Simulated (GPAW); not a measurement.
## Quasiparticle gap of Cs2AgBiBr6 (Fm-3m) in GPAW

How does a plane-wave GW calculation on Cs2AgBiBr6 (Fm-3m) run from the first input to the gap?

Calculated with GPAW 26.7.0; LDA and many-body steps on it, plane waves.

### Step 1. The starting structure

Symmetry: Fm-3m, No. 225, cubic system. Conventional cell: a = 11.232 Å, b = 11.232 Å, c = 11.232 Å, α = 90.00°, β = 90.00°, γ = 90.00°. Nearest to Cs lie 12 Br at 3.97 Å. Nearest to Ag lie 6 Br at 2.80 Å. Nearest to Bi lie 6 Br at 2.81 Å. Nearest to Br lie 1 Ag at 2.80 Å and 1 Bi at 2.81 Å and 4 Cs at 3.97 Å. Farther neighbours and most contacts between anions are not listed.

The cell and positions come from the Crystallography Open Database and are kept as given unless a step says otherwise. Spin-orbit coupling is left out unless a step names it.

### Step 2. Ground state

This step: GPAW 26.7.0; DFT, LDA, plane waves, PAW.

The ground-state density comes first.

run.py reads:

```python
import json
import numpy as np
from gpaw.mpi import world
from ase import Atoms
from gpaw import GPAW, PW, FermiDirac

atoms = Atoms(['Cs', 'Cs', 'Ag', 'Bi', 'Br', 'Br', 'Br', 'Br', 'Br', 'Br'],
    cell=[[0.0000000000, 5.6161000000, 5.6161000000],
      [5.6161000000, 0.0000000000, 5.6161000000],
      [5.6161000000, 5.6161000000, 0.0000000000]],
    scaled_positions=[[0.2500000000, 0.2500000000, 0.2500000000],
      [0.7500000000, 0.7500000000, 0.7500000000],
      [0.5000000000, 0.5000000000, 0.5000000000],
      [0.0000000000, 0.0000000000, 0.0000000000],
      [0.2505500000, 0.7494500000, 0.2505500000],
      [0.2505500000, 0.7494500000, 0.7494500000],
      [0.7494500000, 0.2505500000, 0.7494500000],
      [0.7494500000, 0.2505500000, 0.2505500000],
      [0.2505500000, 0.2505500000, 0.7494500000],
      [0.7494500000, 0.7494500000, 0.2505500000]],
    pbc=(True, True, True))
calc = GPAW(mode=PW(450),
    xc='LDA',
    kpts={'size': (4, 4, 4), 'gamma': True},
    occupations=FermiDirac(0.001),
    nbands=-11,
    convergence={'density': 1e-6, 'bands': -3},
    maxiter=100,
    txt='gs.txt')
atoms.calc = calc
res = {'energy': atoms.get_potential_energy()}
kpts = calc.get_ibz_k_points()
res['kpts'] = kpts
res['eigenvalues'] = [calc.get_eigenvalues(kpt=k) for k in range(len(kpts))]
res['n_electrons'] = calc.get_number_of_electrons()
calc.write('gs.gpw')

if world.rank == 0:
    with open('result.json', 'w') as f:
        json.dump(res, f, default=lambda x: x.tolist())
```

Run with:

```
$ mpirun -n 4 gpaw python run.py
```

Numbers of over 12 decimals in the logs are rounded to 6 here.

Output:

```text
__  _  _
 | _ |_)|_||  |
 |__||  | ||/\| - 26.7.0

Input parameters:
  mode=PW(ecut=450.000000),
  convergence={'density': 1e-06, 'bands': -3},
  kpts=MonkhorstPack(size=(4, 4, 4), gamma=True),
  maxiter=100,
  nbands=-11,
  occupations=Occupations(name='fermi-dirac', width=0.001, fixmagmom=False),
  xc=XC(name='LDA')
  [... matrices ...]
Diagonalizing LCAO Hamiltonian
Converting LCAO to pw mode

                                  Cs

                         Br
                           Br

                  Br     Ag     Br

                       Br
                         Br

                Cs

       Bi

Atoms  # Å, Bohr magnetons
|   | symbol |        x |        y |        z |    initial magnetic moments |
| 0 |     Cs | 2.808050 | 2.808050 | 2.808050 | ( 0.0000,  0.0000,  0.0000) |
| 1 |     Cs | 8.424150 | 8.424150 | 8.424150 | ( 0.0000,  0.0000,  0.0000) |
| 2 |     Ag | 5.616100 | 5.616100 | 5.616100 | ( 0.0000,  0.0000,  0.0000) |
| 3 |     Bi | 0.000000 | 0.000000 | 0.000000 | ( 0.0000,  0.0000,  0.0000) |
| 4 |     Br | 5.616100 | 2.814228 | 5.616100 | ( 0.0000,  0.0000,  0.0000) |
| 5 |     Br | 8.417972 | 5.616100 | 5.616100 | ( 0.0000,  0.0000,  0.0000) |
| 6 |     Br | 5.616100 | 8.417972 | 5.616100 | ( 0.0000,  0.0000,  0.0000) |
| 7 |     Br | 2.814228 | 5.616100 | 5.616100 | ( 0.0000,  0.0000,  0.0000) |
| 8 |     Br | 5.616100 | 5.616100 | 2.814228 | ( 0.0000,  0.0000,  0.0000) |
| 9 |     Br | 5.616100 | 5.616100 | 8.417972 | ( 0.0000,  0.0000,  0.0000) |

Unit cell  # Å
| periodic |        x |        y |        z |  lengths |    angles |
|      yes | 0.000000 | 5.616100 | 5.616100 | 7.942365 | 60.000000 |
|      yes | 5.616100 | 0.000000 | 5.616100 | 7.942365 | 60.000000 |
|      yes | 5.616100 | 5.616100 | 0.000000 | 7.942365 | 60.000000 |

Number of symmetries: 48
Symmetry operations  # r_c * U_cc + t_c -> r_c
|    | kind |            matrix            |
|  0 |  σ   |  1, 0, 0,  1, 0,-1,  1,-1, 0 |
|  1 |  C2  |  1, 0, 0,  1,-1, 0,  1, 0,-1 |
|  2 |  E   |  1, 0, 0,  0, 1, 0,  0, 0, 1 |
|  3 |  σ   |  1, 0, 0,  0, 0, 1,  0, 1, 0 |
|  4 |  C4  |  1, 0,-1,  1, 0, 0,  1,-1, 0 |
|  5 |  S6  |  1, 0,-1,  1,-1, 0,  1, 0, 0 |
|  6 |  σ   |  1, 0,-1,  0, 1,-1,  0, 0,-1 |
|  7 |  C3  |  1, 0,-1,  0, 0,-1,  0, 1,-1 |
|  8 |  S6  |  1,-1, 0,  1, 0, 0,  1, 0,-1 |
|  9 |  C4  |  1,-1, 0,  1, 0,-1,  1, 0, 0 |
| 10 |  C3  |  1,-1, 0,  0,-1, 1,  0,-1, 0 |
| 11 |  σ   |  1,-1, 0,  0,-1, 0,  0,-1, 1 |
| 12 |  σ   |  0, 1, 0,  1, 0, 0,  0, 0, 1 |
| 13 |  C4  |  0, 1, 0,  0, 1,-1, -1, 1, 0 |
| 14 |  C3  |  0, 1, 0,  0, 0, 1,  1, 0, 0 |
| 15 |  S6  |  0, 1, 0, -1, 1, 0,  0, 1,-1 |
| 16 |  C2  |  0, 1,-1,  1, 0,-1,  0, 0,-1 |
| 17 |  σ   |  0, 1,-1,  0, 1, 0, -1, 1, 0 |
| 18 |  S4  |  0, 1,-1,  0, 0,-1,  1, 0,-1 |
| 19 |  C4  |  0, 1,-1, -1, 1, 0,  0, 1, 0 |
| 20 |  C3  |  0, 0, 1,  1, 0, 0,  0, 1, 0 |
| 21 |  σ   |  0, 0, 1,  0, 1, 0,  1, 0, 0 |
| 22 |  S6  |  0, 0, 1,  0,-1, 1, -1, 0, 1 |
| 23 |  C4  |  0, 0, 1, -1, 0, 1,  0,-1, 1 |
| 24 |  S4  |  0, 0,-1,  1, 0,-1,  0, 1,-1 |
| 25 |  C3  |  0, 0,-1,  0, 1,-1,  1, 0,-1 |
| 26 |  C2  |  0, 0,-1,  0,-1, 0, -1, 0, 0 |
| 27 |  S6  |  0, 0,-1, -1, 0, 0,  0,-1, 0 |
| 28 |  S4  |  0,-1, 1,  1,-1, 0,  0,-1, 0 |
| 29 |  C4  |  0,-1, 1,  0, 0, 1, -1, 0, 1 |
| 30 |  C2  |  0,-1, 1,  0,-1, 0,  1,-1, 0 |
| 31 |  σ   |  0,-1, 1, -1, 0, 1,  0, 0, 1 |
| 32 |  C3  |  0,-1, 0,  1,-1, 0,  0,-1, 1 |
| 33 |  S6  |  0,-1, 0,  0, 0,-1, -1, 0, 0 |
| 34 |  S4  |  0,-1, 0,  0,-1, 1,  1,-1, 0 |
| 35 |  C2  |  0,-1, 0, -1, 0, 0,  0, 0,-1 |
| 36 |  C2  | -1, 1, 0,  0, 1, 0,  0, 1,-1 |
| 37 |  S6  | -1, 1, 0,  0, 1,-1,  0, 1, 0 |
| 38 |  S4  | -1, 1, 0, -1, 0, 1, -1, 0, 0 |
| 39 |  C3  | -1, 1, 0, -1, 0, 0, -1, 0, 1 |
| 40 |  S6  | -1, 0, 1,  0, 0, 1,  0,-1, 1 |
| 41 |  C2  | -1, 0, 1,  0,-1, 1,  0, 0, 1 |
| 42 |  C3  | -1, 0, 1, -1, 1, 0, -1, 0, 0 |
| 43 |  S4  | -1, 0, 1, -1, 0, 0, -1, 1, 0 |
| 44 |  C2  | -1, 0, 0,  0, 0,-1,  0,-1, 0 |
| 45 |  i   | -1, 0, 0,  0,-1, 0,  0, 0,-1 |
| 46 |  σ   | -1, 0, 0, -1, 1, 0, -1, 0, 1 |
| 47 |  C2  | -1, 0, 0, -1, 0, 1, -1, 1, 0 |

BZ-sampling:
  Number of BZ points: 64
  Number of IBZ points: 8

  Monkhorst-Pack size: [4, 4, 4]
  Monkhorst-Pack shift: [0.125, 0.125, 0.125]

K-points  # in reciprocal-cell coordinates
|   |                                coordinates |     weight |
| 0 | (  0.00000000,   0.00000000,   0.00000000) | 0.01562500 |
| 1 | (  0.25000000,   0.25000000,   0.00000000) | 0.09375000 |
| 2 | (  0.25000000,   0.25000000,   0.25000000) | 0.12500000 |
| 3 | (  0.50000000,   0.25000000,  -0.25000000) | 0.09375000 |
| 4 | (  0.50000000,   0.25000000,   0.25000000) | 0.18750000 |
| 5 | (  0.50000000,   0.50000000,   0.00000000) | 0.04687500 |
| 6 | (  0.50000000,   0.50000000,   0.25000000) | 0.37500000 |
| 7 | (  0.50000000,   0.50000000,   0.50000000) | 0.06250000 |

Plane wave coefficients: 7727
Cutoff: 450.000000 eV

Spin-components: 1 (collinear spins)
Bands:           57
Projectors:      52
Spin-degeneracy: 2
Datatype:        complex128

  Storage: CPU
  Wave functions: 56_376_192 bytes (14_094_048 per core)
  Projectors: 40_551_296 bytes (10_137_824 per core)
  [... matrices ...]
Parallelization:
  kpt:    4
  domain: 1
  band:   1

Density:
  Valence electrons: 92.0
  Components: 1
  Grid points: [40 40 40]
  Charge: 0.0  # |e|

Potential:
  Grid points: [40 40 40]

species:
  Cs:
    name:    Caesium
    Z:       55.0
    valence: 9
    core:    46
    charge:  0.0  # [|e|]
    compensation charges:
      type: gauss
      rc: 0.33  # [Å]
      lmax: 2
    cutoffs:
      filter: 2.06  # [Å]
      core: 2.51  # [Å]
    projectors
    | kind |    occ | energy [eV] | rcut [Å] |
    |   5s |  2.000 |     -26.872 |    1.164 |
    |   6s |  1.000 |      -2.224 |    1.164 |
    |   5p |  6.000 |     -13.611 |    1.058 |
    |    p |        |      13.601 |    1.058 |
    |    d |        |       0.000 |    1.058 |

    Using partial waves for Cs as LCAO basis

  Ag:
    name:    Silver
    Z:       47.0
    valence: 17
    core:    30
    charge:  0.0  # [|e|]
    compensation charges:
      type: gauss
      rc: 0.40  # [Å]
      lmax: 2
    cutoffs:
      filter: 2.35  # [Å]
      core: 2.19  # [Å]
    projectors
    | kind |    occ | energy [eV] | rcut [Å] |
    |   5s |  1.000 |      -4.708 |    1.286 |
    |   4p |  6.000 |     -58.678 |    1.328 |
    |   5p |  0.000 |      -0.844 |    1.328 |
    |   4d | 10.000 |      -7.664 |    1.180 |
    |    s |        |      22.503 |    1.286 |
    |    d |        |      19.547 |    1.180 |

    Using partial waves for Ag as LCAO basis

  Bi:
    name:    Bismuth
    Z:       83.0
    valence: 15
    core:    68
    charge:  0.0  # [|e|]
    compensation charges:
      type: gauss
      rc: 0.38  # [Å]
      lmax: 2
    cutoffs:
      filter: 2.23  # [Å]
      core: 2.33  # [Å]
    projectors
    | kind |    occ | energy [eV] | rcut [Å] |
    |   6s |  2.000 |     -14.665 |    1.286 |
    |   6p |  3.000 |      -4.777 |    1.275 |
    |   5d | 10.000 |     -27.225 |    1.349 |
    |    s |        |      12.546 |    1.286 |
    |    p |        |      22.434 |    1.275 |
    |    d |        |      -0.013 |    1.349 |

    Using partial waves for Bi as LCAO basis

  Br:
    name:    Bromine
    Z:       35.0
    valence: 7
    core:    28
    charge:  0.0  # [|e|]
    compensation charges:
      type: gauss
      rc: 0.35  # [Å]
      lmax: 2
    cutoffs:
      filter: 1.98  # [Å]
      core: 2.38  # [Å]
    projectors
    | kind |    occ | energy [eV] | rcut [Å] |
    |   4s |  2.000 |     -20.306 |    1.111 |
    |   4p |  5.000 |      -8.003 |    1.111 |
    |    s |        |       6.906 |    1.111 |
    |    p |        |      19.208 |    1.111 |
    |    d |        |       0.000 |    1.111 |

    Using partial waves for Br as LCAO basis

Reference energy: -1577146.676790  # eV

eigensolver:
  PPCG
  Converge bands: -3
  niter=2

density mixing:
  MSR1-Mixer
  Pratt-step length: 0.05
  Maximum mixing coefficient: 0.75
  Old densities: 10
  SVD Regularization: 0.005
  Good broyden scale: 1.0
  Trust region scale: 1.0
  Backstep threshold: 4.0
  History deletion threshold: 6.0
  Fourier metric: weight=20.0, sigma=0.015

occupation numbers:
  Fermi-Dirac:
    width: 0.0010  # eV

poisson solver:
  ecut: 3600.000000  # eV

xc functional:
  name: None

Initialization done in: 2.309 s

convergence criteria:
- Maximum integral of absolute [dens]ity change: 1e-06 electrons / valence electron
- Maximum [total energy] change in last 3 cyles: 0.0005 eV / valence electron
- Maximum integral of absolute [eigenst]ate change: 4e-08 eV^2 / valence electron
maximum number of iterations: 100

SCF iterations
|iter     |     time |      energy | eigst |  dens |
|iter:   1|  |  -36.191840 | +0.08 |       |
|iter:   2|  |  -35.961063 | -0.52 | -1.35 |
|iter:   3|  |  -35.079069 | -0.95 | -1.40 |
|iter:   4|  |  -35.036012 | -1.41 | -1.83 |
|iter:   5|  |  -35.002275 | -1.79 | -2.16 |
|iter:   6|  |  -35.001048c| -2.23 | -2.39 |
|iter:   7|  |  -35.001080c| -2.25 | -3.18 |
|iter:   8|  |  -35.001095c| -2.45 | -3.70 |
|iter:   9|  |  -35.001099c| -2.36 | -4.25 |
|iter:  10|  |  -35.001099c| -2.26 | -5.00 |
|iter:  11|  |  -35.001099c| -2.28 | -5.41 |
|iter:  12|  |  -35.001099c| -2.61 | -5.97 |
|iter:  13|  |  -35.001099c| -2.49 | -6.71c|
|iter:  14|  |  -35.001099c| -2.93 | -7.10c|
|iter:  15|  |  -35.001099c| -3.35 | -7.67c|
|iter:  16|  |  -35.001099c| -3.90 | -8.11c|
|iter:  17|  |  -35.001099c| -4.44 | -8.76c|
|iter:  18|  |  -35.001099c| -4.89 | -9.16c|
|iter:  19|  |  -35.001099c| -5.37 | -9.51c|
|iter:  20|  |  -35.001099c| -5.84 | -9.91c|
|iter:  21|  |  -35.001099c| -6.26 |-10.31c|
|iter:  22|  |  -35.001099c| -6.68 |-10.86c|
|iter:  23|  |  -35.001099c| -5.73 |-11.30c|
|iter:  24|  |  -35.001099c| -6.10 |-11.36c|
|iter:  25|  |  -35.001099c| -6.34 |-11.59c|
|iter:  26|  |  -35.001099c| -6.62 |-11.52c|
|iter:  27|  |  -35.001099c| -6.79 |-11.69c|
|iter:  28|  |  -35.001099c| -7.05 |-11.70c|
|iter:  29|  |  -35.001099c| -7.16 |-12.11c|
|iter:  30|  |  -35.001099c| -7.33 |-12.30c|
|iter:  31|  |  -35.001099c| -7.50c|-12.68c|

Converged in 31 steps
SCF loop duration: 61.366 s (1.980 s/step)
Energy contributions relative to reference atoms: (reference = -1577146.676790)
  [... matrices ...]
Energy contributions:
  Kinetic:          50.684486
  Coulomb:         -49.853445
  Zero:             -1.693026
  External:          0.000000
  Xc:              -34.139114
  Entropy:          -0.000000
  Spinorbit:         0.000000
  ----------------------------
  Free energy:     -35.001099
  Extrapolated:    -35.001099

dipole moment: (-44.018412, -44.018412, -44.018412)  # |e|*Ang

Fermi level: 3.593
Eigenvalues  # (at kpt = [0.000, 0.000, 0.000])
| band index |      eig [eV] | occ [0-2] |
|          0 |       -51.265 |     2.000 |
|        ... |               |           |
|         38 |         0.915 |     2.000 |
|         39 |         0.915 |     2.000 |
|         40 |         0.915 |     2.000 |
|         41 |         1.346 |     2.000 |
|         42 |         1.346 |     2.000 |
|         43 |         1.346 |     2.000 |
|         44 |         1.848 |     2.000 |
|         45 |         1.848 |     2.000 |
|         46 |         4.689 |     0.000 |
[...]
|         50 |         6.803 |     0.000 |
|         51 |         6.803 |     0.000 |
|         52 |         7.391 |     0.000 |
|         53 |         7.423 |     0.000 |
|        ... |               |           |
|         56 |         7.804 |     0.000 |

Gap: 1.078 eV
Transition (v -> c):
  (s=0, k=5, n=45, [0.50, 0.50, 0.00]) -> (s=0, k=7, n=46, [0.50, 0.50, 0.50])
Direct/indirect transitions are different
Direct gap: 2.312 eV
Transition at: (s=0, k=6, n=45, [0.50, 0.50, 0.25])
# Writing to gs.gpw (mode='')
  [... matrices ...]
```

Elapsed: 66 s, on 4 MPI ranks of Arm Neoverse V1, shared host; peak memory 1.2 GiB.

Numbers from this step:

```yaml
total_energy: -35.00 eV
gap: 1.078 eV
k_of_the_valence_top: 0.5, 0.5, 0
k_of_the_conduction_bottom: 0.5, 0.5, 0.5
least_direct_gap: 2.312 eV
```

The gap is indirect, with the least direct gap 1.23 eV higher.

### Step 3. Bands along the symmetry lines

The cheap functional maps the bands first; the places of the edges decide which points the dearer methods must see.

run.py reads:

```python
import json
import numpy as np
from gpaw.mpi import world
from gpaw import GPAW

path = [[0.000000, 0.000000, 0.000000],
    [0.062500, 0.000000, 0.062500],
    [0.125000, 0.000000, 0.125000],
    [0.187500, 0.000000, 0.187500],
    [0.250000, 0.000000, 0.250000],
    [0.312500, 0.000000, 0.312500],
    [0.375000, 0.000000, 0.375000],
    [0.437500, 0.000000, 0.437500],
    [0.500000, 0.000000, 0.500000],
    [0.515625, 0.031250, 0.515625],
    [0.531250, 0.062500, 0.531250],
    [0.546875, 0.093750, 0.546875],
    [0.562500, 0.125000, 0.562500],
    [0.578125, 0.156250, 0.578125],
    [0.593750, 0.187500, 0.593750],
    [0.609375, 0.218750, 0.609375],
    [0.625000, 0.250000, 0.625000],
    [0.375000, 0.375000, 0.750000],
    [0.328125, 0.328125, 0.656250],
    [0.281250, 0.281250, 0.562500],
    [0.234375, 0.234375, 0.468750],
    [0.187500, 0.187500, 0.375000],
    [0.140625, 0.140625, 0.281250],
    [0.093750, 0.093750, 0.187500],
    [0.046875, 0.046875, 0.093750],
    [0.000000, 0.000000, 0.000000],
    [0.062500, 0.062500, 0.062500],
    [0.125000, 0.125000, 0.125000],
    [0.187500, 0.187500, 0.187500],
    [0.250000, 0.250000, 0.250000],
    [0.312500, 0.312500, 0.312500],
    [0.375000, 0.375000, 0.375000],
    [0.437500, 0.437500, 0.437500],
    [0.500000, 0.500000, 0.500000],
    [0.500000, 0.468750, 0.531250],
    [0.500000, 0.437500, 0.562500],
    [0.500000, 0.406250, 0.593750],
    [0.500000, 0.375000, 0.625000],
    [0.500000, 0.343750, 0.656250],
    [0.500000, 0.312500, 0.687500],
    [0.500000, 0.281250, 0.718750],
    [0.500000, 0.250000, 0.750000],
    [0.500000, 0.218750, 0.718750],
    [0.500000, 0.187500, 0.687500],
    [0.500000, 0.156250, 0.656250],
    [0.500000, 0.125000, 0.625000],
    [0.500000, 0.093750, 0.593750],
    [0.500000, 0.062500, 0.562500],
    [0.500000, 0.031250, 0.531250],
    [0.500000, 0.000000, 0.500000]]
calc = GPAW('gs.gpw').fixed_density(kpts=path,
    symmetry='off',
    nbands=56,
    convergence={'bands': 52},
    txt='bands.txt')
res = {}
kpts = calc.get_ibz_k_points()
res['kpts'] = kpts
res['eigenvalues'] = [calc.get_eigenvalues(kpt=k) for k in range(len(kpts))]
res['n_electrons'] = calc.get_number_of_electrons()

if world.rank == 0:
    with open('result.json', 'w') as f:
        json.dump(res, f, default=lambda x: x.tolist())
```

Run with:

```
$ mpirun -n 4 gpaw python run.py
```

Output:

```text
Diagonalizing LCAO Hamiltonian
Converting LCAO to pw mode
convergence criteria:
- Maximum integral of absolute [eigenst]ate change: 4e-08 eV^2 / valence electron
maximum number of iterations: 100

SCF iterations
|iter     |     time |      energy | eigst |  dens |
|iter:   1|  |             | -0.23 |       |
|iter:   2|  |             | -1.03 |       |
|iter:   3|  |             | -1.53 |       |
[...]
|iter:  32|  |             | -7.15 |       |
|iter:  33|  |             | -7.35 |       |
|iter:  34|  |             | -7.58c|       |
SCF steps: 34
  __  _  _
 | _ |_)|_||  |
 |__||  | ||/\| - 26.7.0

Input parameters:
  mode=PW(ecut=450.000000),
  convergence={'bands': 52},
  gpts=array([40, 40, 40]),
  kpts=KPoints(kpts=array([[0.      , 0.      , 0.      ],
         [0.0625  , 0.      , 0.0625  ],
         [0.125   , 0.      , 0.125   ],
         [0.1875  , 0.      , 0.1875  ],
[...]
[0.515625, 0.03125 , 0.515625],
[...]
[0.546875, 0.09375 , 0.546875],
[...]
[0.578125, 0.15625 , 0.578125],
[...]
[0.609375, 0.21875 , 0.609375],
[...]
[0.328125, 0.328125, 0.65625 ],
[...]
[0.234375, 0.234375, 0.46875 ],
[...]
[0.140625, 0.140625, 0.28125 ],
[...]
[0.046875, 0.046875, 0.09375 ],
[...]
[0.5     , 0.0625  , 0.5625  ],
         [0.5     , 0.03125 , 0.53125 ],
         [0.5     , 0.      , 0.5     ]])),
  maxiter=100,
  nbands=56,
  occupations=Occupations(name='fermi-dirac', width=0.001, fixmagmom=False),
  parallel={},
  symmetry=Symmetry(point_group=False, time_reversal=False),
  xc=XC(name='LDA')
```

The job ended after 5.6 min (4 MPI ranks; peak memory 1.7 GiB; 22 min of CPU time).

Numbers from this step:

| Item | Value |
| --- | --- |
| gap | 1.078 eV |
| k of the valence top | 0.5, 0, 0.5 |
| k of the conduction bottom | 0.5, 0.5, 0.5 |
| least direct gap | 2.182 eV |

The gap is 1.078 eV, as in the run before at this level.

The electronic bands at the labelled points (eV, zero at the top of the highest filled band):

```
    point  band 43  band 44  band 45  band 46  band 47  band 48  band 49  band 50
        Γ    -1.20    -1.20    -0.70    -0.70     2.14     2.14     2.14     3.26
  halfway    -1.51    -1.21    -1.06    -0.70     2.44     2.44     2.57     4.04
        X    -1.56    -1.22    -0.70     0.00     2.68     2.68     3.07     4.14
  halfway    -1.56    -1.26    -0.82    -0.05     2.49     2.84     3.04     4.39
        U    -1.54    -1.39    -1.04    -0.22     2.17     2.97     3.20     4.90
jump to K    -1.54    -1.39    -1.04    -0.22     2.17     2.97     3.20     4.90
  halfway    -1.46    -1.32    -1.26    -1.00     1.87     2.50     3.30     4.10
        Γ    -1.20    -1.20    -0.70    -0.70     2.14     2.14     2.14     3.26
  halfway    -1.51    -1.30    -1.08    -1.08     1.61     2.87     2.87     3.84
        L    -1.51    -1.41    -1.27    -1.27     1.08     3.61     3.61     4.63
  halfway    -1.51    -1.47    -1.25    -0.58     1.61     3.27     3.45     4.97
        W    -1.46    -1.46    -1.30    -0.10     2.49     2.89     2.89     5.11
  halfway    -1.56    -1.29    -0.94    -0.06     2.56     2.75     3.02     4.60
        X    -1.56    -1.22    -0.70     0.00     2.68     2.68     3.07     4.14
```

[end of part 1 of 2]

[Paths, hosts, dates, memory and timing lines, banners, echoed tables and standing remarks are left out of the program output.]

[Logs are printed without paths, hosts, clocks, repeated set-up lines and the standing remarks that a program may print on its own settings, such as how far it seeks lower states.]

[Runs of the session that timed out or met a known fault of the program may be left out.]

[Hosts, paths, dates, database ids (printed as entryN), source tags and the programs' standing remarks are cut or masked in the printed files.]
